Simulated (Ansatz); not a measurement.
# The 3-layer 1T-HfS2 (AA) between two gates, part 3 of 3

How do the bands of the 3-layer 1T-HfS2 (AA) follow a displacement field between two gates?

Ansatz 0.2.0; plane-wave DFT, PBE-D3(BJ), Ansatz PAW.

So far, gap along the path (eV): step 3 (gated layer, displacement field 0) 1.09; step 4 (displacement field 1.81 V/nm) 0.816; step 5 (displacement field -1.81 V/nm) 0.816; step 6 (displacement field 3.62 V/nm) 0.459.

## Step 7: Gated layer, displacement field -3.62 V/nm

The input, input.yaml:

```yaml
crystal:
  lattice:
    - [3.609784964, 0.0, 0.0]
    - [-1.804892482, 3.1261654811, 0.0]
    - [0.0, 0.0, 60.0735898856]
  atoms:
    - { symbol: S, position: [0.6666666667, 0.3333333333, 0.3795345017] }
    - { symbol: Hf, position: [0.0, 0.0, 0.4038185655] }
    - { symbol: S, position: [0.3333333333, 0.6666666667, 0.4280480661] }
    - { symbol: S, position: [0.6666666667, 0.3333333333, 0.4757804978] }
    - { symbol: Hf, position: [0.0, 0.0, 0.5] }
    - { symbol: S, position: [0.3333333333, 0.6666666667, 0.5242195022] }
    - { symbol: S, position: [0.6666666667, 0.3333333333, 0.5719519339] }
    - { symbol: Hf, position: [0.0, 0.0, 0.5961814345] }
    - { symbol: S, position: [0.3333333333, 0.6666666667, 0.6204654983] }
  periodic: [true, true, false]
  symmetry: { detect: true }
kpoints:
  mp_grid: { grid: [24, 24, 1] }
  band_path:
    path: [[0, 0, 0], [0.5, 0, 0], [0.33333333, 0.33333333, 0], [0, 0, 0]]
    npoints: 16
hamiltonian:
  xc: pbe
  dispersion: d3bj
scf:
  occupations: { method: fermi_dirac, width: 0.02585 }
  convergence: { dr2_threshold: 1.0e-10 }
output:
  forces: true
  eigenvalues: true
  dos: { projected: true, e_range: [-3, 3], de: 0.01 }
  write_potential: true
  write_density: true
  volumetric_format: npy
  elf: true
external_charges:
  - { charge: 0, barrier: 10, axis: 3, height: 41.774, sigma: 0.25 }
  - { charge: 0.02257, axis: 3, height: 43.274, sigma: 0.5 }
  - { charge: 0, barrier: 10, axis: 3, height: 18.3, sigma: 0.25 }
  - { charge: -0.02257, axis: 3, height: 16.8, sigma: 0.5 }
```

The run is started by

```bash
> ansatz run input.yaml --threads 4 --pin off --max-ram 6144MiB --backend cpu --events-out ev --progress --plain --runs-dir out
```

Numbers of over 12 decimals in the logs are rounded to 6 here.

Output:

```text
[...]
Crystal: 9 atoms, lattice volume = 677.918 Å³
Basis set: ecut = 420 eV, 13089 PW (Γ), exchange–correlation on 50×50×810 points (8 copies of the dense FFT grid, shifted against one another)
Bands: 69, of which v1, the nominal top of the filled ones, is band 57 counted from 1 (56 counted from 0)
Symmetry: 6 space group operations
k-points: 61 of 576 (time reversal used)
[...]
--- Band table (eV; the first three rows and the last of 61) ---
  k-point 0: bands = [... 53 lower, -6.3950, -6.3821, -5.9870, -5.9870, -4.6538, -4.6538, -4.3035, -4.3035, ... 8 higher]
  k-point 1: bands = [... 53 lower, -6.4513, -6.3646, -6.1268, -6.0433, -4.6349, -4.5839, -4.2843, -4.2337, ... 8 higher]
  k-point 2: bands = [... 53 lower, -6.5969, -6.5221, -6.2967, -6.1887, -4.6324, -4.3988, -4.2811, -4.0491, ... 8 higher]
  k-point 60: bands = [... 53 lower, -8.2155, -7.9296, -7.8206, -7.7641, -3.8874, -3.5334, -3.1531, -3.1392, ... 8 higher]
[key lines of the parts left out:]
SCF converged after 18 iterations
Free energy (F): -52593.147529 eV
Fermi energy:    -5.771708 eV
```

Elapsed: 3.6 min, on 4 threads of Arm Neoverse V2, shared host; peak memory 2.8 GiB.

The density of states has structure finer than the step of the table below, so its rows give means over 0.1 eV, whole bins alone (the curve runs from -3 to 2.23 eV). Peaks (eV: height): -2.92: 21.6, -2.79: 12.4, -2.65: 23.8, -2.55: 14.5, -2.38: 18.2, -2.16: 12.5, -1.89: 11.2.

Density of states against energy, zero at the Fermi level of the run, which the smearing sets inside the gap; means over each step:

energy (eV), density of states (states/eV a cell) and a bar:
```
     -2.9       11.9 ############################
     -2.8        8.1 ###################
     -2.7       12.6 #############################
     -2.6       12.8 ##############################
     -2.5        8.3 ####################
     -2.4       12.2 #############################
     -2.3        8.0 ###################
     -2.2        8.6 ####################
     -2.1        7.9 ###################
     -2.0        7.2 #################
     -1.9        8.9 #####################
     -1.8        7.4 #################
     -1.7        7.8 ##################
     -1.6        6.9 ################
     -1.5        7.5 ##################
     -1.4        7.0 ################
     -1.3        7.0 ################
     -1.2        4.9 ###########
     -1.1        4.7 ###########
     -1.0        4.6 ###########
     -0.9        2.1 #####
     -0.8        2.1 #####
     -0.7        2.1 #####
     -0.6        2.2 #####
     -0.5        1.7 ####
     -0.4        0.5 #
     -0.3        0.3 #
     -0.2        0.0 
     -0.1        0.0 
      0.0        0.0 
      0.1        0.0 
      0.2        0.0 
      0.3        0.9 ##
      0.4        1.1 ##
      0.5        1.1 ###
      0.6        1.5 ###
      0.7        2.3 #####
      0.8        2.4 ######
      0.9        2.5 ######
      1.0        3.2 #######
      1.1        4.4 ##########
      1.2        4.9 ###########
      1.3        4.7 ###########
      1.4        5.0 ############
      1.5        5.0 ############
      1.6        4.6 ###########
      1.7        5.0 ############
      1.8        4.5 ###########
      1.9        5.4 #############
      2.0        4.7 ###########
      2.1        4.4 ##########
```

The gap, the smaller of path and mesh, is 0.459 eV.

## Step 8: Gated layer, displacement field 5.43 V/nm

Changes to input.yaml since step 7:

```diff
@@ -38,4 +38,4 @@
   - { charge: 0, barrier: 10, axis: 3, height: 41.774, sigma: 0.25 }
-  - { charge: 0.02257, axis: 3, height: 43.274, sigma: 0.5 }
+  - { charge: -0.033854, axis: 3, height: 43.274, sigma: 0.5 }
   - { charge: 0, barrier: 10, axis: 3, height: 18.3, sigma: 0.25 }
-  - { charge: -0.02257, axis: 3, height: 16.8, sigma: 0.5 }
+  - { charge: 0.033854, axis: 3, height: 16.8, sigma: 0.5 }
```

Output:

```text
[...]
Crystal: 9 atoms, lattice volume = 677.918 Å³
Basis set: ecut = 420 eV, 13089 PW (Γ), exchange–correlation on 50×50×810 points (8 copies of the dense FFT grid, shifted against one another)
Bands: 69, of which v1, the nominal top of the filled ones, is band 57 counted from 1 (56 counted from 0)
Symmetry: 6 space group operations
k-points: 61 of 576 (time reversal used)
[...]
--- Band table (eV; the first three rows and the last of 61) ---
  k-point 0: bands = [... 53 lower, -6.4046, -6.3071, -5.8337, -5.8337, -4.8236, -4.8236, -4.3118, -4.3118, ... 8 higher]
  k-point 1: bands = [... 53 lower, -6.4609, -6.2867, -5.9751, -5.8901, -4.8048, -4.7537, -4.2928, -4.2421, ... 8 higher]
  k-point 2: bands = [... 53 lower, -6.6065, -6.3771, -6.2038, -6.0359, -4.8025, -4.5688, -4.2900, -4.0575, ... 8 higher]
  k-point 60: bands = [... 53 lower, -8.1997, -7.8062, -7.6505, -7.6254, -4.0551, -3.5424, -3.3133, -3.2890, ... 8 higher]
[key lines of the parts left out:]
SCF converged after 19 iterations
Free energy (F): -52593.088198 eV
Fermi energy:    -5.780405 eV
```

The job ended after 4 min (4 threads; peak memory 2.8 GiB).

Running mean over a fixed 2.5 Å (it still follows the layers) of the planar mean; beyond a gate it holds the 10 eV model barrier. Electron's electrostatic potential energy less the Fermi level against z:

```tsv
z (Å)	electron's electrostatic potential energy less the Fermi level (eV)
5	12.5
6	12.5
7	12.5
8	12.5
9	12.5
10	12.5
11	12.5
12	12.5
13	12.5
14	12.5
15	12.5
16	12.5
17	12.1
18	9.19
19	5.94
20	4.19
21	3.76
22	-0.118
23	-5.43
24	-8.49
25	-7.83
26	-2.53
27	0.928
28	-0.817
29	-6.12
30	-7.78
31	-6.41
32	-0.892
33	1.52
34	-1.29
35	-6.62
36	-7.45
37	-4.69
38	0.992
39	5.68
40	7.26
41	9.90
42	14.0
43	18.0
44	19.0
45	19.1
46	19.1
47	19.1
48	19.1
49	19.1
50	19.1
51	19.1
52	19.1
53	19.1
54	19.1
55	19.1
56	19.1
```

The gap, the smaller of path and mesh, is 0.137 eV.

## Step 9: The series together

This step: plane-wave DFT, PBE-D3(BJ), Ansatz PAW; response to a displacement field between two gates (Ansatz 0.2.0).

The potential behind each gate is read from every run and counted from the uncharged case.

This step gave:

- electrostatic distance between the gates: 12.18 Å
- geometric distance between the gates: 26.47 Å

Electron's potential behind the upper gate less behind the lower, less the value without field. The step of the electron's potential energy between the gates by displacement field D/eps0:

```tsv
displacement field D/eps0 (V/nm)	step of the electron's potential energy between the gates (eV)
-3.62	-4.42
-1.81	-2.21
0.00	0
1.81	2.21
3.62	4.42
5.43	6.58
```

The smaller of the gaps on the path and on the k-mesh, counted as 0 under 0.03 eV. The gap by displacement field D/eps0:

```tsv
displacement field D/eps0 (V/nm)	gap (eV)
-3.62	0.459
-1.81	0.816
0.00	1.09
1.81	0.816
3.62	0.459
5.43	0.137
```

By hand: 5.43 V/nm over the 26.47 Å between the sheets would give 14.37 V in vacuum; the run has 6.58 V, as over 12.13 Å.

## Step 10: Varying the input: basis.ecutrho_ratio = 12

This step: plane-wave DFT, PBE-D3(BJ), Ansatz PAW (Ansatz 0.2.0).

A run with a changed input: it repeats the earlier run at 1.81 V/nm with basis.ecutrho_ratio to 12.

Changes to input.yaml since step 8:

```diff
@@ -31,3 +31,2 @@
   eigenvalues: true
-  dos: { projected: true, e_range: [-3, 3], de: 0.01 }
   write_potential: true
@@ -35,7 +34,8 @@
   volumetric_format: npy
-  elf: true
 external_charges:
   - { charge: 0, barrier: 10, axis: 3, height: 41.774, sigma: 0.25 }
-  - { charge: -0.033854, axis: 3, height: 43.274, sigma: 0.5 }
+  - { charge: -0.011285, axis: 3, height: 43.274, sigma: 0.5 }
   - { charge: 0, barrier: 10, axis: 3, height: 18.3, sigma: 0.25 }
-  - { charge: 0.033854, axis: 3, height: 16.8, sigma: 0.5 }
+  - { charge: 0.011285, axis: 3, height: 16.8, sigma: 0.5 }
+basis:
+  ecutrho_ratio: 12
```

Output:

```text
[...]
Crystal: 9 atoms, lattice volume = 677.918 Å³
Basis set: ecut = 420 eV, 13089 PW (Γ), exchange–correlation on 90×90×1440 points (8 copies of the dense FFT grid, shifted against one another)
Bands: 69, of which v1, the nominal top of the filled ones, is band 57 counted from 1 (56 counted from 0)
Symmetry: 6 space group operations
k-points: 61 of 576 (time reversal used)
[...]
SCF iter   1: F=—  HF=-52595.779112 eV  |F-HF|=—  |Δ(HF+E_count)|=         —  Δρ=2.89e-2  dr2=8.90e0  ethr=3.10e-3  ⟨swp⟩=14.2  Hψ=29258  notcnv=0  defer=7
[...]
SCF iter  18: F=-52593.183240 eV  HF=-52593.183240 eV  |F-HF|=7.57e-10  |Δ(HF+E_count)|=  4.29e-10  Δρ=4.31e-8  dr2=3.96e-11  ethr=1.00e-12  ⟨swp⟩=26.1  Hψ=40406  notcnv=0
SCF 1 converged in 18 iterations: F = -52593.183240 eV  dr2 = 3.96e-11
[...]
SCF converged after 18 iterations
Free energy (F): -52593.183240 eV
[...]
Internal energy: -52593.183240 eV  (E = F + TS)
E sigma→0 (E₀):  -52593.183240 eV
Fermi energy:    -5.767763 eV
[...]
--- Forces (eV/Å), atoms and charges each counted from 1 ---
  atom   1  S      0.00000000    -0.00000000    -0.03712629
  atom   2  Hf     0.00000000     0.00000000     0.06835943
  atom   3  S      0.00000000     0.00000000    -0.03188669
  atom   4  S      0.00000000    -0.00000000    -0.03110286
  atom   5  Hf     0.00000000     0.00000000     0.06265156
  atom   6  S      0.00000000     0.00000000    -0.03152440
  atom   7  S      0.00000000    -0.00000000    -0.03215643
  atom   8  Hf     0.00000000     0.00000000     0.06871084
  atom   9  S      0.00000000     0.00000000    -0.03584590
  external charge   1     0.00000000     0.00000000     0.00014117
  external charge   2     0.00000000     0.00000000    -0.00102107
  external charge   3     0.00000000     0.00000000    -0.00022027
  external charge   4     0.00000000     0.00000000     0.00102100
  max |Σ_I F_I| component, the external charges' with the atoms': 9.18e-8 eV/Å
--- Band table (eV; the first three rows and the last of 61) ---
  k-point 0: bands = [... 53 lower, -6.3871, -6.3871, -6.1616, -6.1616, -4.4677, -4.4677, -4.2986, -4.2986, ... 8 higher]
  k-point 1: bands = [... 53 lower, -6.4432, -6.4256, -6.2964, -6.2174, -4.4488, -4.3978, -4.2793, -4.2287, ... 8 higher]
  k-point 2: bands = [... 53 lower, -6.6867, -6.5883, -6.3696, -6.3619, -4.4463, -4.2759, -4.2126, -4.0755, ... 8 higher]
  k-point 60: bands = [... 53 lower, -8.1999, -8.0611, -8.0027, -7.9027, -3.7093, -3.5261, -3.3103, -2.9916, ... 8 higher]
```

It took 3.6 min on 4 threads; peak memory 3.4 GiB; 14 min of CPU time.

This step gave:

```yaml
gap_along_the_path: 0.8160 eV
smallest_direct_gap_along_the_path: 1.694 eV
gap_the_smaller_of_path_and_mesh: 0.8160 eV
potential_beyond_the_upper_barrier_and_gate_less_the_barrier_from_the_fermi_level: 6.873 eV
```

The electronic bands at the labelled points (eV, zero at the Fermi level of the run, which the smearing sets inside the gap):

```tsv
point	band 54	band 55	band 56	band 57	band 58	band 59	band 60	band 61
Γ	-0.62	-0.62	-0.39	-0.39	1.30	1.30	1.47	1.47
halfway	-1.46	-1.28	-1.16	-0.84	0.87	1.05	1.24	2.59
M	-1.86	-1.66	-1.45	-1.42	0.42	0.60	0.81	3.43
halfway	-2.28	-2.22	-1.96	-1.70	1.27	1.47	1.69	3.18
K	-2.43	-2.29	-2.23	-2.13	2.06	2.24	2.46	2.78
halfway	-1.99	-1.41	-1.21	-1.00	1.59	1.76	1.86	2.01
Γ	-0.62	-0.62	-0.39	-0.39	1.30	1.30	1.47	1.47
```

Force by atom:

```tsv
atom	x (eV/Å)	y (eV/Å)	z (eV/Å)	size
S1	0.0000	0.0000	-0.0371	0.0371
Hf2	0.0000	0.0000	0.0684	0.0684
S3	0.0000	0.0000	-0.0319	0.0319
S4	0.0000	0.0000	-0.0311	0.0311
Hf5	0.0000	0.0000	0.0627	0.0627
S6	0.0000	0.0000	-0.0315	0.0315
S7	0.0000	0.0000	-0.0322	0.0322
Hf8	0.0000	0.0000	0.0687	0.0687
S9	0.0000	0.0000	-0.0358	0.0358
```

```tsv
quantity	this run	earlier run	difference
gap along the path (eV)	0.8160	0.8160	-2.0e-6
smallest direct gap along the path (eV)	1.694	1.694	-2.0e-6
potential beyond the upper barrier and gate, less the barrier, from the Fermi level (eV)	6.873	6.873	1.9e-5
```

Nothing in the table moves by 0.01 in its unit.

## Step 11: A changed input

This step: plane-wave DFT, PBE-D3(BJ), Ansatz PAW, but for the change named below (Ansatz 0.2.0).

An input spoilt on purpose, to show how the run answers: it repeats the earlier run at 1.81 V/nm with magnetization to spin_polarized: true, spin_orbit: true and hamiltonian.pseudopotentials to kind: nc, and scf.max_iter set to 60.

Changes to input.yaml since step 10:

```diff
@@ -25,2 +25,3 @@
   dispersion: d3bj
+  pseudopotentials: { kind: nc }
 scf:
@@ -28,2 +29,3 @@
   convergence: { dr2_threshold: 1.0e-10 }
+  max_iter: 60
 output:
@@ -39,3 +41,4 @@
   - { charge: 0.011285, axis: 3, height: 16.8, sigma: 0.5 }
-basis:
-  ecutrho_ratio: 12
+magnetization:
+  spin_polarized: true
+  spin_orbit: true
```

Output:

```text
Error: 2 input errors — fix all and re-run
  1. inconsistent input (magnetization.spin_orbit, magnetization.noncollinear): true requires noncollinear: true — spin–orbit coupling acts on 2-spinor wavefunctions; set both flags
  2. inconsistent input (magnetization.spin_orbit, hamiltonian.pseudopotentials.kind): true requires a fully-relativistic hamiltonian.pseudopotentials.kind (nc_fr or paw_fr), or kind: all_electron without datasets and azcp, which then solves Dirac's equation on LAPW. paw_fr resolves this project's PAW files (source: ansatz) by j as it reads them
```

It took 0.01 s on 4 threads; peak memory 0.07 GiB.

The input was rejected at the start.

The program's message: “Error: 2 input errors — fix all and re-run”

The fault put into the input: spin-orbit coupling asked of a collinear run on scalar files.

## Step 12: Outcome

* gap with uncharged gates: 1.09 eV
* electrostatic distance between the gates: 12.2 Å
* geometric distance between the gates: 26.5 Å
* gap at 5.43 V/nm: 0.137 eV

What this shows: The gap goes from 1.09 to 0.14 eV at 5.4 V/nm. The layers screen the field: the voltage is that of a vacuum gap 14.3 Å narrower than the real distance. The gates are charged sheets behind model barriers, not atoms. Gaps are the smaller of those on the path and on the mesh; band edges between these points would make them smaller still. Spin-orbit coupling is left out, which matters for the bands of elements this heavy.

[Logs are printed without paths, hosts, clocks, repeated set-up lines and the standing remarks that a program may print on its own settings, such as how far it seeks lower states.]

[Hosts, paths, dates, database ids (printed as entryN), source tags and the programs' standing remarks are cut or masked in the printed files.]

[Maps of the electrostatic potential energy from Ansatz leave out the sawtooth potential of an applied field or a dipole correction, so their vacuum need not be flat; planar profiles and work functions include it.]

[The density of states shown here was stored with 400 of the rows of the run's finer table, so its peaks can read low, often by over a quarter, or be missed, and its means over a window can be off by a tenth or more.]
